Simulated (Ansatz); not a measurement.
# LiBe6Si (built on the sites of a database entry of LiCa6Ge): phonons and vibrational spectra, part 2 of 2

Task: relax LiBe6Si (built on the sites of a database entry of LiCa6Ge), then find its harmonic phonons.

Ansatz 0.2.0; DFT LDA, scalar-relativistic, plane waves, PAW.

So far, highest frequency on the path or at a solved wavevector (cm⁻¹): step 6 (response at finite wavevector) 632. The relaxed cell has a = 6.602 Å (conventional setting).

The structure was built from a prototype and need not be the compound's stable phase.

## 7. Finite displacements in a supercell

Finite displacements in a 2×2×2 supercell give force constants from forces alone. They are exact at the wavevectors that the supercell holds, where they check the linear-response result.

File input.yaml:

```yaml
crystal:
  lattice:
    - [0.0, 3.3011547307, 3.3011547307]
    - [3.3011547307, 0.0, 3.3011547307]
    - [3.3011547307, 3.3011547307, 0.0]
  atoms:
    - { symbol: Li, position: [0.5, 0.5, 0.5] }
    - { symbol: Be, position: [0.5, 0.0, 0.0] }
    - { symbol: Be, position: [0.5, 0.5, 0.0] }
    - { symbol: Be, position: [0.0, 0.5, 0.5] }
    - { symbol: Be, position: [0.0, 0.0, 0.5] }
    - { symbol: Be, position: [0.0, 0.5, 0.0] }
    - { symbol: Be, position: [0.5, 0.0, 0.5] }
    - { symbol: Si, position: [0.0, 0.0, 0.0] }
kpoints:
  mp_grid: { grid: [12, 12, 12] }
hamiltonian:
  xc: lda
scf:
  occupations: { method: methfessel_paxton, width: 0.2 }
output:
  eigenvalues: true
phonons:
  method: fd
  supercell: [2, 2, 2]
  temperatures: { t_max: 1000, t_step: 50 }
  qpath:
    path:
      - [[0.0, 0.0, 0.0], [0.5, 0.0, 0.5], [0.625, 0.25, 0.625]]
      - [[0.375, 0.375, 0.75], [0.0, 0.0, 0.0], [0.5, 0.5, 0.5], [0.5, 0.25, 0.75], [0.5, 0.0, 0.5]]
    npoints: 10
```

Command:

```sh
$ ansatz run input.yaml --threads 4 --pin off --max-ram 14336MiB --backend cpu --events-out ev --progress --plain --runs-dir out
```

The job ended after 4.2 min (4 threads of Arm Neoverse V1, shared host; peak memory 4.9 GiB; 17 min of CPU time).

Numbers from this step:

* atoms in the supercell: 64
* sum-rule residual before enforcement: 3.10e-4 eV/Å²

Interpolated from a 2×2×2 supercell. The phonon branches at the labelled points (cm⁻¹):

```
    point  branch 1  branch 2  branch 3  branch 4  branch 21  branch 22  branch 23  branch 24
        Γ         0         0         0       242        510        632        632        632
  halfway       148       148       186       241        493        591        616        616
        X       167       179       179       251        477        524        598        598
  halfway       147       189       198       237        476        533        592        600
        U       121       199       209       220        476        552        576        604
jump to K       121       199       209       220        476        552        576        604
  halfway        46       154       217       224        500        587        611        622
        Γ         0         0         0       242        510        632        632        632
  halfway        83        83       206       234        501        593        624        624
        L       158       158       162       162        497        526        618        618
  halfway       134       140       216       220        484        545        595        610
        W       169       169       182       257        472        569        569        594
  halfway       149       180       215       221        474        540        590        596
        X       167       179       179       251        477        524        598        598
```

The phonon density of states has structure finer than the step of the table below, so its rows give means over 20 cm⁻¹, whole bins alone (the curve runs from 2.5 to 632 cm⁻¹). Peaks (cm⁻¹: height): 227.5: 0.0624, 287.5: 0.0889, 322.5: 0.0631, 382.5: 0.166, 422.5: 0.137, 477.5: 0.0956, 612.5: 0.0663.

Tetrahedra on a 16×16×16 mesh, mean over bins of 5 cm-1. Interpolated from a 2×2×2 supercell. The phonon density of states by wavenumber; means over each step:

```
wavenumber (cm⁻¹)  phonon density of states (1/cm⁻¹/cell)
               20                                  4.0e-4
               40                                 0.00181
               60                                 0.00386
               80                                 0.00643
              100                                 0.00976
              120                                  0.0145
              140                                  0.0202
              160                                  0.0294
              180                                  0.0226
              200                                  0.0300
              220                                  0.0445
              240                                  0.0407
              260                                  0.0523
              280                                  0.0589
              300                                  0.0545
              320                                  0.0437
              340                                  0.0395
              360                                  0.0376
              380                                   0.111
              400                                  0.0954
              420                                  0.0975
              440                                  0.0768
              460                                  0.0476
              480                                  0.0736
              500                                  0.0364
              520                                 0.00139
              540                                  0.0132
              560                                  0.0234
              580                                  0.0199
              600                                  0.0477
              620                                  0.0435
```

At Γ the two methods differ by at most 0.0 cm⁻¹.

## 8. What came out

| Quantity | Value |
| --- | --- |
| space group after relaxation (within 0.01 Å) | Fm-3m |
| volume per atom | 8.99 Å³ |
| electronic character | no gap on this mesh |
| highest optical mode at the zone centre (no LO-TO term) | 632 cm⁻¹ |
| lowest optical zone-centre mode | 242 cm⁻¹ |
| lowest mode on the q mesh (acoustic modes at Γ apart) | 90.9 cm⁻¹ |
| highest frequency on the path or at a solved wavevector | 632 cm⁻¹ |
| zero-point energy per atom | 69.3 meV |
| heat capacity at 300 K | 19.0 J/(mol atoms K) |
| vibrational entropy at 300 K | 15.6 J/(mol atoms K) |
| Debye temperature (second moment) | 733 K |
| imaginary modes on the 4×4×4 q mesh | none |

The structure is a minimum as far as tested: no mode is imaginary at the 8 irreducible wavevectors of the 4×4×4 mesh, and the softest away from the acoustic zeros lies at 91 cm⁻¹. The optical modes at Γ span 242 to 632 cm⁻¹. The highest mode in this list at Γ, 632.1 cm⁻¹, has its largest share on Li (66 % of the kinetic energy). Finite displacements and linear response differ by 0.0 cm⁻¹ in the highest zone-centre mode. With no gap, or one that is small against the smearing, the frequencies hang on the k mesh and the smearing, most of all near Kohn anomalies. The phonon runs are without spin polarisation, although the cell has an odd electron count. The starting cell was built on a prototype and not taken from a measurement, so the phase need not exist. These are harmonic frequencies at zero temperature: anharmonic shifts, linewidths and thermal expansion are left out.

[Logs are printed without paths, hosts, clocks, repeated set-up lines and the standing remarks that a program may print on its own settings, such as how far it seeks lower states.]

[Hosts, paths, dates, database ids (printed as entryN), source tags and the programs' standing remarks are cut or masked in the printed files.]
